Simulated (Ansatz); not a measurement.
## ZnHOF (Pnma): band gap by G0W0 on PBE

It takes space group Pnma (No. 62, orthorhombic). The conventional cell has a = 10.228 Å, b = 3.112 Å, c = 4.716 Å, α = 90.00°, β = 90.00°, γ = 90.00°. Nearest to Zn lie 3 O at 2.03 to 2.09 Å and 3 F at 2.10 to 2.14 Å. H has 1 O at 0.98 Å nearest. O has 1 H at 0.98 Å and 3 Zn at 2.03 to 2.09 Å nearest. Nearest to F lie 1 H at 1.77 Å and 3 Zn at 2.10 to 2.14 Å. Farther neighbours and most contacts between anions are not listed.

| Item | Value |
| --- | --- |
| method | DFT, PBE, plane waves, PAW; PAW set soft_1 (and 1 further level or step) |
| program | Ansatz 0.2.0 |
| settings of one run | cutoff 420 eV, 2×6×4 k-mesh, smearing width 0.02 eV, PAW set soft 1 |
| cost | 3 runs, 85 s in all on 1 × NVIDIA H100 80GB HBM3 (shared by 6 runs) with 2 threads of AMD EPYC 7R13 (Zen 3), shared host (the runs of this entry) |
| notes | The start is a cell from the Crystallography Open Database. |
| PBE gap over mesh and path | 2.728 eV, direct, at k = Γ |
| G0W0@PBE gap over 10 of 18 irreducible mesh points | 5.310 eV, direct, at k = Γ |
| GW settings | 2×4×4 mesh, 690 empty bands, screening to 160 eV, PAW set soft_1 files |
| known limits | finite bands, screening cutoff and k mesh; no spin-orbit coupling in G0W0; d shells not analysed |

Over 10 of 18 irreducible mesh points the G0W0 gap is 5.310 eV, direct, at k = Γ. The PBE gap of this run on the mesh is 2.726 eV. The two states that bound the G0W0 gap lie that far apart at the start, so the correction of the gap is 5.310 − 2.726 = +2.584 eV. The valence state moves by 3.070 − 4.682 = −1.612 eV and the conduction state by 8.380 − 7.408 = +0.972 eV, on the run's own scale; how far single levels stand from their limit in bands is not shown.

[Runs of the session that timed out or met a known fault of the program may be left out.]

[Cells called generated may have been cut or substituted from an entry of the Crystallography Open Database or the Materials Project.]

[Hosts, paths, dates, database ids (printed as entryN), source tags and the programs' standing remarks are cut or masked in the printed files.]
